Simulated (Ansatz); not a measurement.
# AlPt (Pt on 50 % of the Al sites, one arrangement): core-level shifts

Wanted: how composition and neighbours shift and broaden the core lines of AlPt (Pt on 50 % of the Al sites, one arrangement). Spin–orbit coupling is left out of the bands throughout.

Program: Ansatz 0.2.0. Level of theory: DFT, r2SCAN, plane-wave PAW, default files, scalar-relativistic. Results are calculated unless marked as measured.

This is a report of a sequence of runs, with most program output left out.

## (1) The structure

The cell holds 16 atoms: 8 Pt and 8 Al. Its edges and angles: a = 6.937 Å, b = 6.937 Å, c = 6.937 Å, α = 109.5°, β = 109.5°, γ = 109.5°. It derives from Al and Pt. How the cell was made: random alloy; site: Al; solute: Pt; fraction 0.5; sites picked by the rule 'random', which a small cell need not show; lattice typed at the start.

Structure file:

```cif
data_structure
_symmetry_space_group_name_H-M 'P 1'
_symmetry_Int_Tables_number 1
_cell_length_a 6.9374
_cell_length_b 6.9374
_cell_length_c 6.9374
_cell_angle_alpha 109.471
_cell_angle_beta 109.471
_cell_angle_gamma 109.471
_cell_volume 257.02
loop_
_atom_site_label
_atom_site_type_symbol
_atom_site_fract_x
_atom_site_fract_y
_atom_site_fract_z
_atom_site_occupancy
Pt1 Pt 0.00000 0.25000 0.75000 1
Pt2 Pt 0.00000 0.50000 0.50000 1
Al3 Al 0.00000 0.75000 0.25000 1
Pt4 Pt 0.25000 0.00000 0.75000 1
Al5 Al 0.00000 0.00000 0.00000 1
Al6 Al 0.25000 0.25000 0.50000 1
Al7 Al 0.25000 0.50000 0.25000 1
Al8 Al 0.50000 0.75000 0.75000 1
Pt9 Pt 0.25000 0.75000 0.00000 1
Pt10 Pt 0.50000 0.00000 0.50000 1
Pt11 Pt 0.50000 0.25000 0.25000 1
Al12 Al 0.75000 0.50000 0.75000 1
Pt13 Pt 0.50000 0.50000 0.00000 1
Al14 Al 0.75000 0.75000 0.50000 1
Pt15 Pt 0.75000 0.00000 0.25000 1
Al16 Al 0.75000 0.25000 0.00000 1
```

## (2) Relaxation

Atoms near a foreign or missing neighbour move off the ideal sites, so they are relaxed first.

Contents of input.yaml:

```yaml
crystal:
  lattice:
    - [-4.0053058443, 4.0053058443, 4.0053058443]
    - [4.0053058443, -4.0053058443, 4.0053058443]
    - [4.0053058443, 4.0053058443, -4.0053058443]
  atoms:
    - { symbol: Pt, position: [0.0, 0.25, 0.75] }
    - { symbol: Pt, position: [0.0, 0.5, 0.5] }
    - { symbol: Al, position: [0.0, 0.75, 0.25] }
    - { symbol: Pt, position: [0.25, 0.0, 0.75] }
    - { symbol: Al, position: [0.0, 0.0, 0.0] }
    - { symbol: Al, position: [0.25, 0.25, 0.5] }
    - { symbol: Al, position: [0.25, 0.5, 0.25] }
    - { symbol: Al, position: [0.5, 0.75, 0.75] }
    - { symbol: Pt, position: [0.25, 0.75, 0.0] }
    - { symbol: Pt, position: [0.5, 0.0, 0.5] }
    - { symbol: Pt, position: [0.5, 0.25, 0.25] }
    - { symbol: Al, position: [0.75, 0.5, 0.75] }
    - { symbol: Pt, position: [0.5, 0.5, 0.0] }
    - { symbol: Al, position: [0.75, 0.75, 0.5] }
    - { symbol: Pt, position: [0.75, 0.0, 0.25] }
    - { symbol: Al, position: [0.75, 0.25, 0.0] }
kpoints:
  mp_grid: { grid: [4, 4, 4] }
scf:
  occupations: { method: fermi_dirac, width: 0.08 }
  n_extra_bands: 16
hamiltonian:
  xc: r2scan
  pseudopotentials: { kind: paw }
output:
  forces: true
relax:
  f_tol: 0.04
  max_steps: 35
```

Command:

```console
> ansatz run input.yaml --threads 4 --pin off --max-ram 14336MiB --backend cpu --events-out ev --progress --plain --runs-dir out
```

The job ended after 4 min (4 threads of Arm Neoverse V2, shared host; peak memory 1.9 GiB; 16 min of CPU time).

The steps of the relaxation:

| step | energy less that of the first step (eV) | largest force component (eV/Å) |
| --- | --- | --- |
| 1 | 0.0000 | 1.8230 |
| 2 | -2.2060 | 1.2825 |
| 3 | -3.1245 | 0.5183 |
| 4 | -3.5168 | 0.3096 |
| 5 | -3.6676 | 0.2283 |
| 6 | -3.6848 | 0.0569 |
| 7 | -3.6877 | 0.0197 |

The atoms that moved most (Å):

| atom | dx | dy | dz | length |
| --- | --- | --- | --- | --- |
| Pt11 | 0.549 | -0.006 | 0.063 | 0.553 |
| Al8 | 0.391 | -0.171 | -0.341 | 0.546 |
| Pt15 | -0.380 | 0.034 | 0.316 | 0.495 |
| Pt1 | 0.257 | 0.228 | -0.297 | 0.454 |
| Pt13 | -0.321 | 0.026 | 0.271 | 0.421 |
| Pt10 | -0.159 | 0.292 | -0.243 | 0.411 |
| Al12 | -0.324 | 0.160 | -0.068 | 0.368 |
| Al5 | -0.026 | 0.236 | 0.261 | 0.353 |

Final coordinates:

```cif
data_structure
_symmetry_space_group_name_H-M 'P 1'
_symmetry_Int_Tables_number 1
_cell_length_a 6.9374
_cell_length_b 6.9374
_cell_length_c 6.9374
_cell_angle_alpha 109.471
_cell_angle_beta 109.471
_cell_angle_gamma 109.471
_cell_volume 257.02
loop_
_atom_site_label
_atom_site_type_symbol
_atom_site_fract_x
_atom_site_fract_y
_atom_site_fract_z
_atom_site_occupancy
Pt1 Pt 0.99136 0.24498 0.81047 1
Pt2 Pt 0.00264 0.48572 0.45053 1
Al3 Al 0.01338 0.75641 0.25484 1
Pt4 Pt 0.21295 0.98912 0.70870 1
Al5 Al 0.06207 0.02939 0.02620 1
Al6 Al 0.24417 0.26553 0.52302 1
Al7 Al 0.26333 0.51677 0.24392 1
Al8 Al 0.43615 0.75632 0.77752 1
Pt9 Pt 0.20014 0.74312 0.00335 1
Pt10 Pt 0.50613 0.94985 0.51653 1
Pt11 Pt 0.50709 0.32639 0.31774 1
Al12 Al 0.76157 0.45112 0.72958 1
Pt13 Pt 0.53714 0.49378 0.96321 1
Al14 Al 0.75478 0.76987 0.46830 1
Pt15 Pt 0.79360 0.99199 0.20678 1
Al16 Al 0.71350 0.22963 0.99933 1
```

Numbers from this step:

| Quantity | Value |
| --- | --- |
| free energy | -104630.8538 eV |
| energy at zero smearing | -104630.7913 eV |
| smearing term TS | 0.1250 eV |
| Fermi energy | 14.90 eV |
| symmetry operations | 1 |

The relaxation ends 230 meV an atom lower, with a largest force component of 0.020 eV/Å.

## (3) Valence states

The base run gives the projected DOS, from which the spectra are built.

Contents of input.yaml:

```yaml
crystal:
  lattice:
    - [-4.0053058443, 4.0053058443, 4.0053058443]
    - [4.0053058443, -4.0053058443, 4.0053058443]
    - [4.0053058443, 4.0053058443, -4.0053058443]
  atoms:
    - { symbol: Pt, position: [-0.0086411723, 0.2449848393, 0.8104693403] }
    - { symbol: Pt, position: [0.0026433486, 0.4857194394, 0.4505282685] }
    - { symbol: Al, position: [0.013377295, 0.756414134, 0.2548417019] }
    - { symbol: Pt, position: [0.2129498528, -0.0108835438, 0.7086991355] }
    - { symbol: Al, position: [0.0620722798, 0.0293891051, 0.0261954946] }
    - { symbol: Al, position: [0.2441748986, 0.2655345357, 0.5230242362] }
    - { symbol: Al, position: [0.2633295403, 0.5167739844, 0.243920418] }
    - { symbol: Al, position: [0.4361547438, 0.7563190704, 0.7775153274] }
    - { symbol: Pt, position: [0.20013539, 0.7431218926, 0.0033481518] }
    - { symbol: Pt, position: [0.5061256981, -0.0501534278, 0.5165308848] }
    - { symbol: Pt, position: [0.5070867248, 0.3263891182, 0.3177377558] }
    - { symbol: Al, position: [0.7615740056, 0.4511201877, 0.7295751573] }
    - { symbol: Pt, position: [0.5371361544, 0.4937781555, -0.0367864518] }
    - { symbol: Al, position: [0.7547792471, 0.7698712327, 0.468299054] }
    - { symbol: Pt, position: [0.7935973097, -0.0080110283, 0.2067757044] }
    - { symbol: Al, position: [0.7135046838, 0.229632305, -0.0006741787] }
kpoints:
  mp_grid: { grid: [6, 6, 6] }
scf:
  occupations: { method: fermi_dirac, width: 0.08 }
  n_extra_bands: 16
hamiltonian:
  xc: r2scan
  pseudopotentials: { kind: paw }
output:
  forces: true
  stress: true
  dos:
    projected: true
    de: 0.05
    e_range: [-30, 12]
    method: { smearing: { sigma: 0.1, scheme: gaussian } }
```

It took 3.2 min on 4 threads; peak memory 2.9 GiB; 13 min of CPU time.

This step gave:

```yaml
free_energy: -104630.8825 eV
energy_at_zero_smearing: -104630.8278 eV
smearing_term_ts: 0.1093 eV
pressure: -5.947 GPa
zero_of_energy: Fermi level
share_of_occupied_states_in_no_projected_shell: 0.0114 of the occupied states in the window
dos_at_the_fermi_level: 5.090 states/eV/cell
```

The DOS has structure finer than the step of the table below, so its rows give means over 1 eV, whole bins alone (the curve runs from -13.0 to 4.17 eV). Peaks (eV: height): total -3.2: 24.1; Pt 5d -3.2: 21.1; Al 3p -5.5: 2.90, 0.5: 2.65, 3.6: 2.50, 4.0: 2.56; Al 3s -8.0: 1.41, -7.4: 1.77, 3.6: 1.45, 4.0: 1.39; Pt 6s -8.0: 0.973, 3.1: 0.913, 3.6: 1.13, 4.0: 1.19.

* holds the states left over by the projection beside any projected weight of its own. DOS against E, zero at the Fermi level; means over each step; values in states/eV/cell:

| E (eV) | total | Pt 5d | Al 3p | Al 3s | Pt 6s | Pt 6p* |
| --- | --- | --- | --- | --- | --- | --- |
| -12 | 2.2e-4 | 0 | 0 | 9.8e-5 | 1.2e-4 | 0 |
| -11 | 0.717 | 0.00772 | 0.103 | 0.285 | 0.317 | 0.00457 |
| -10 | 1.73 | 0.0515 | 0.484 | 0.622 | 0.551 | 0.0175 |
| -9 | 2.76 | 0.237 | 0.977 | 0.845 | 0.663 | 0.0338 |
| -8 | 4.08 | 0.886 | 1.36 | 1.11 | 0.674 | 0.0509 |
| -7 | 6.39 | 2.75 | 1.60 | 1.36 | 0.620 | 0.0646 |
| -6 | 10.8 | 7.03 | 2.24 | 0.711 | 0.758 | 0.0834 |
| -5 | 18.4 | 14.9 | 2.42 | 0.391 | 0.582 | 0.159 |
| -4 | 21.5 | 18.5 | 1.92 | 0.386 | 0.466 | 0.232 |
| -3 | 20.0 | 17.2 | 1.63 | 0.306 | 0.601 | 0.259 |
| -2 | 10.00 | 7.59 | 1.41 | 0.426 | 0.350 | 0.229 |
| -1 | 5.14 | 2.53 | 1.68 | 0.425 | 0.271 | 0.243 |
| 0 | 5.10 | 1.94 | 2.16 | 0.398 | 0.314 | 0.297 |
| 1 | 4.99 | 1.45 | 2.14 | 0.614 | 0.391 | 0.397 |
| 2 | 5.22 | 1.11 | 1.97 | 0.971 | 0.703 | 0.473 |
| 3 | 5.34 | 0.809 | 2.00 | 1.11 | 0.815 | 0.605 |

Sums over each group's atoms; a table of it gives point samples, which can step over narrow peaks. Table of DOS of the group by E, zero at the Fermi level; values in states/eV:

| E (eV) | Pt: Pt 5d | Al: Al 3p | Al: Al 3s | Pt: Pt 6s |
| --- | --- | --- | --- | --- |
| -12 | 0 | 0 | 0 | 0 |
| -11 | 0.00657 | 0.0827 | 0.298 | 0.342 |
| -10 | 0.0508 | 0.505 | 0.655 | 0.553 |
| -9 | 0.226 | 0.999 | 0.858 | 0.660 |
| -8 | 0.962 | 1.65 | 1.27 | 0.861 |
| -7 | 2.74 | 1.62 | 1.36 | 0.581 |
| -6 | 6.28 | 2.20 | 0.699 | 0.817 |
| -5 | 14.9 | 2.53 | 0.369 | 0.613 |
| -4 | 18.2 | 1.90 | 0.409 | 0.436 |
| -3 | 17.3 | 1.58 | 0.305 | 0.639 |
| -2 | 6.91 | 1.36 | 0.447 | 0.326 |
| -1 | 2.51 | 1.68 | 0.431 | 0.257 |
| 0 | 1.97 | 2.15 | 0.410 | 0.336 |
| 1 | 1.42 | 2.18 | 0.629 | 0.388 |
| 2 | 1.14 | 1.99 | 1.04 | 0.695 |
| 3 | 0.904 | 2.23 | 1.26 | 0.878 |
| 4 | 0.719 | 2.50 | 1.36 | 1.11 |

This run's widths, added to any smearing of the DOS itself: Gaussian 0.6 eV, Lorentzian 0.2 eV. Table of intensity by binding energy, zero at the Fermi level; values in % of the maximum within 13 eV:

| binding energy (eV) | 21.2 eV | 100 eV | 150 eV | 1486.7 eV | 5950 eV |
| --- | --- | --- | --- | --- | --- |
| -1 | 0.819 | 0.890 | 1.05 | 0.829 | 0.831 |
| 0 | 6.34 | 7.72 | 10.8 | 6.50 | 6.54 |
| 1 | 15.3 | 17.5 | 22.5 | 15.5 | 15.6 |
| 2 | 40.6 | 41.9 | 44.8 | 40.8 | 40.9 |
| 3 | 87.3 | 87.3 | 87.5 | 87.3 | 87.4 |
| 4 | 94.4 | 94.7 | 95.4 | 94.5 | 94.4 |
| 5 | 76.3 | 77.8 | 80.9 | 76.5 | 76.5 |
| 6 | 37.9 | 40.8 | 47.3 | 38.5 | 38.8 |
| 7 | 16.0 | 19.6 | 28.2 | 17.0 | 17.2 |
| 8 | 6.23 | 9.60 | 17.8 | 7.22 | 7.51 |
| 9 | 2.27 | 4.78 | 10.9 | 3.08 | 3.42 |
| 10 | 0.968 | 2.61 | 6.79 | 1.61 | 1.94 |
| 11 | 0.460 | 1.16 | 3.03 | 0.823 | 1.05 |
| 12 | - | 0.296 | 0.458 | 0.259 | 0.273 |
| 13 | - | 0.201 | 0.270 | 0.183 | 0.187 |

Maxima picked by a test of local sharpness, so broad peaks and shoulders can be missing; peaks within 0.45 eV of a curve's cut are left out. Valence peaks, by row:

| photon energy (eV) | binding energy (eV) | height (% of the maximum within 13 eV) | main shell | its share (%) |
| --- | --- | --- | --- | --- |
| 21.2 | 3.5 | 100 | Pt 5d | 99.61 |
| 100 | 3.55 | 100 | Pt 5d | 96.72 |
| 150 | 3.55 | 100 | Pt 5d | 90.17 |
| 1487 | 3.5 | 100 | Pt 5d | 99.15 |
| 5950 | 3.5 | 100 | Pt 5d | 98.8 |

Shapes are the site's partial DOS without matrix elements, which overweights lines from ligand s bands. Intensity against emission energy less the core level's binding energy, zero at the Fermi level; read off at these points; values in % of the unpolarised maximum:

| emission energy less the core level's binding energy (eV) | Pt L-beta5 | Al K-beta | Al K-beta, E along x | Al K-beta, E along y | Al K-beta, E along z | Al L2,3 |
| --- | --- | --- | --- | --- | --- | --- |
| -13.0 | 10.7 | 1.12 | 1.12 | 1.12 | 1.13 | 0.0144 |
| -12.0 | 13.5 | 1.99 | 1.98 | 1.97 | 2.01 | 0.366 |
| -11.0 | 17.5 | 7.62 | 7.58 | 7.49 | 7.78 | 21.3 |
| -10.0 | 23.2 | 21.9 | 21.9 | 21.8 | 21.9 | 44.1 |
| -9.0 | 31.7 | 39.8 | 39.9 | 38.8 | 40.6 | 58.8 |
| -8.0 | 43.6 | 56.5 | 57.2 | 52.2 | 60.0 | 80.6 |
| -7.0 | 59.3 | 66.9 | 66.9 | 63.1 | 70.6 | 93.8 |
| -6.0 | 77.3 | 89.0 | 88.4 | 92.5 | 86.1 | 51.2 |
| -5.4 | 87.4 | 99.9 | 97.9 | 107 | 94.9 | 33.1 |
| -5.3 | 88.9 | 99.6 | 97.3 | 107 | 94.6 | 31.3 |
| -5.0 | 93.0 | 95.9 | 92.4 | 104 | 91.4 | 28.2 |
| -4.0 | 99.9 | 79.9 | 75.4 | 87.3 | 76.9 | 27.4 |
| -3.0 | 94.7 | 68.0 | 65.9 | 74.7 | 63.2 | 22.2 |
| -2.0 | 79.4 | 60.2 | 59.8 | 63.8 | 57.0 | 30.0 |
| -1.0 | 60.9 | 65.5 | 67.3 | 66.5 | 62.3 | 30.1 |
| 0.0 | 44.4 | 40.4 | 40.5 | 38.1 | 40.1 | 13.7 |
| 1.0 | 32.0 | 5.58 | 5.55 | 5.41 | 5.43 | 0.0741 |

The spectra weight each projected shell by its atomic cross section (Dirac–Hartree–Slater) and angular factor, for linear light with the analyser at 54.7° from the polarisation. Broadening, on top of any smearing of the DOS itself: a Gaussian of 0.6 eV and a Lorentzian of 0.2 eV plus 0 times the binding energy (full widths), Fermi edge at 77 K. Curves are cut 10 eV under the photon energy, above any shell that the free atom's threshold puts out of reach, or at the lower edge of the window: 11.2 eV at 21.2 eV, 13.1 eV at 100 eV, 13.1 eV at 150 eV, 13.1 eV at 1486.7 eV and 13.1 eV at 5950 eV. A star in tables and legends marks shells that hold the states left over by the projection (1.1 % of the filled ones), a stand-in for orbitals that the files don't project on. Dipole terms alone, which is rough above 3 keV; no background, satellites or final-state effects.

How the area divides among the shells (%):

| shell | 21.2 eV | 100 eV | 150 eV | 1486.7 eV | 5950 eV |
| --- | --- | --- | --- | --- | --- |
| Pt 6s | 0.2 | 0.4 | 1.6 | 1.0 | 2.3 |
| Pt 5d | 98.9 | 91.0 | 75.4 | 97.1 | 96.3 |
| Al 3s | 0.4 | 3.1 | 8.9 | 1.5 | 1.1 |
| Al 3p | 0.4 | 5.5 | 13.9 | 0.4 | 0.1 |

Cross sections used, in Mb an electron:

| shell | 21.2 eV | 100 eV | 150 eV | 1486.7 eV | 5950 eV |
| --- | --- | --- | --- | --- | --- |
| Pt 6s | 0.067 | 0.0087 | 0.0059 | 2.6e-4 | 2.4e-5 |
| Pt 5d | 3.6 | 0.15 | 0.023 | 0.0022 | 8.3e-5 |
| Al 3s | 0.15 | 0.053 | 0.028 | 3.5e-4 | 1.0e-5 |
| Al 3p | 0.070 | 0.040 | 0.018 | 4.0e-5 | 3.1e-7 |

The largest force component on a free atom is 0.030 eV/Å, a little over the usual target of 0.03 eV/Å. At the Fermi level the DOS is 5.09 states/eV a cell, and on the broadened curves Al 3p holds 42 % of the total there.

## (4) Core holes

XPS shifts tell sites apart. Each chosen atom gets a core hole in a self-consistent pass of its own.

Contents of input.yaml:

```yaml
crystal:
  lattice:
    - [-4.0053058443, 4.0053058443, 4.0053058443]
    - [4.0053058443, -4.0053058443, 4.0053058443]
    - [4.0053058443, 4.0053058443, -4.0053058443]
  atoms:
    - { symbol: Pt, position: [-0.0086411723, 0.2449848393, 0.8104693403] }
    - { symbol: Pt, position: [0.0026433486, 0.4857194394, 0.4505282685] }
    - { symbol: Al, position: [0.013377295, 0.756414134, 0.2548417019] }
    - { symbol: Pt_h, position: [0.2129498528, -0.0108835438, 0.7086991355] }
    - { symbol: Al, position: [0.0620722798, 0.0293891051, 0.0261954946] }
    - { symbol: Al_h, position: [0.2441748986, 0.2655345357, 0.5230242362] }
    - { symbol: Al, position: [0.2633295403, 0.5167739844, 0.243920418] }
    - { symbol: Al_h, position: [0.4361547438, 0.7563190704, 0.7775153274] }
    - { symbol: Pt, position: [0.20013539, 0.7431218926, 0.0033481518] }
    - { symbol: Pt, position: [0.5061256981, -0.0501534278, 0.5165308848] }
    - { symbol: Pt_h, position: [0.5070867248, 0.3263891182, 0.3177377558] }
    - { symbol: Al_h, position: [0.7615740056, 0.4511201877, 0.7295751573] }
    - { symbol: Pt_h, position: [0.5371361544, 0.4937781555, -0.0367864518] }
    - { symbol: Al, position: [0.7547792471, 0.7698712327, 0.468299054] }
    - { symbol: Pt, position: [0.7935973097, -0.0080110283, 0.2067757044] }
    - { symbol: Al, position: [0.7135046838, 0.229632305, -0.0006741787] }
kpoints:
  mp_grid: { grid: [6, 6, 6] }
scf:
  occupations: { method: fermi_dirac, width: 0.08 }
  n_extra_bands: 16
hamiltonian:
  xc: r2scan
  pseudopotentials: { kind: paw }
output:
  forces: true
  core_levels:
    shells: { Al_h: "2p", Pt_h: "4f" }
    counted_from: fermi_level
    add_spin: false
```

It took 24 min on 4 threads; peak memory 3 GiB; 1.6 h of CPU time.

Each level is the free energy with the hole less that without it. The electron goes to the Fermi level, so the difference is a binding energy from E_F. The hole's nearest image is 6.9 Å away, and the holes carry no spin, so absolute levels are rough.

| atom | region | shell | level (eV) | shift (eV) | j lines (eV) | doubts |
| --- | --- | --- | --- | --- | --- | --- |
| Pt4 | - | 4f | 73.42 | -0.15 | 75.31 / 72.00 | - |
| Al6 | - | 2p | 74.90 | +0.17 | 75.17 / 74.76 | - |
| Al8 | - | 2p | 74.77 | +0.04 | 75.05 / 74.63 | - |
| Pt11 | - | 4f | 73.50 | -0.07 | 75.39 / 72.08 | - |
| Al12 | - | 2p | 74.73 | +0.00 | 75.01 / 74.59 | - |
| Pt13 | - | 4f | 73.57 | +0.00 | 75.46 / 72.15 | - |

Levels of p, d and f shells are means over their two j lines, weighted by degeneracy; the splitting comes from the atom's own solve. Shifts count from the last listed atom of each element.

The Pt 4f lines of the listed atoms alone (other atoms of the cell aren't counted), as Gaussians 0.8 eV wide, no depth weighting. The intensity by Pt 4f level; read off at these points:

| Pt 4f level (eV) | intensity (%) |
| --- | --- |
| 70.750 | 0.0613 |
| 71.000 | 0.769 |
| 71.250 | 5.67 |
| 71.500 | 24.7 |
| 71.750 | 63.8 |
| 72.000 | 97.5 |
| 72.069 | 100.0 |
| 72.250 | 88.2 |
| 72.500 | 47.2 |
| 72.750 | 15.0 |
| 73.000 | 2.81 |
| 73.250 | 0.311 |
| 73.500 | 0.0201 |
| 73.750 | 0.00177 |
| 74.000 | 0.0239 |
| 74.250 | 0.336 |
| 74.500 | 2.79 |
| 74.750 | 13.8 |
| 75.000 | 40.3 |
| 75.250 | 69.4 |
| 75.392 | 75.0 |
| 75.500 | 71.0 |
| 75.750 | 42.9 |
| 76.000 | 15.4 |
| 76.250 | 3.25 |
| 76.500 | 0.405 |
| 76.750 | 0.0300 |

The Al 2p lines of the listed atoms alone (other atoms of the cell aren't counted), as Gaussians 0.5 eV wide, no depth weighting. Intensity against Al 2p level; read off at these points:

| Al 2p level (eV) | intensity (%) |
| --- | --- |
| 73.7 | 0.00681 |
| 73.8 | 0.0456 |
| 73.9 | 0.246 |
| 74.0 | 1.07 |
| 74.1 | 3.77 |
| 74.2 | 10.7 |
| 74.3 | 24.8 |
| 74.4 | 46.5 |
| 74.5 | 71.8 |
| 74.6 | 91.9 |
| 74.7 | 99.9 |
| 74.8 | 95.6 |
| 74.9 | 84.5 |
| 75.0 | 71.6 |
| 75.1 | 58.2 |
| 75.2 | 43.7 |
| 75.3 | 28.9 |
| 75.4 | 16.3 |
| 75.5 | 7.66 |
| 75.6 | 2.98 |
| 75.7 | 0.951 |
| 75.8 | 0.248 |
| 75.9 | 0.0528 |
| 76.0 | 0.00902 |

## (5) Summary of results

```
spread of the Pt level over the listed sites                 : 0.15 eV
spread of the Al level over the listed sites                 : 0.17 eV
strongest listed peak within 13 eV of the zero, at 1486.7 eV : 3.5 eV binding, mostly Pt 5d
strongest listed peak within 13 eV of the zero, at 21.2 eV   : 3.5 eV binding, mostly Pt 5d
Pt 5d centre of the filled part                              : -3.98 eV (9.1 states an atom)
```

In words: Over the listed sites the core levels spread as follows: Pt 0.15 eV and Al 0.17 eV. Among the sites run, the most bound Al 2p level is that of Al6, bonded to 6 Pt and 5 Al; the least bound, 0.17 eV shallower, that of Al12, bonded to 6 Pt and 3 Al. At 21.2 eV the valence spectrum has its highest listed peak within 10.8 eV at 3.5 eV (Pt 5d). At 1486.7 eV the valence spectrum has its highest listed peak within 12.7 eV at 3.5 eV (Pt 5d). The shell named is the one with most of the intensity, cross sections included, not always the one with most states there. Spin–orbit coupling is left out, which matters for the heavy atoms here. Shifts mix charge transfer, volume and screening, so their sign doesn't give the direction of charge flow by itself.

[Logs are printed without paths, hosts, clocks, repeated set-up lines and the standing remarks that a program may print on its own settings, such as how far it seeks lower states.]

[Hosts, paths, dates, database ids (printed as entryN), source tags and the programs' standing remarks are cut or masked in the printed files.]

[Maps of the electrostatic potential energy from Ansatz leave out the sawtooth potential of an applied field or a dipole correction, so their vacuum need not be flat; work functions include it.]
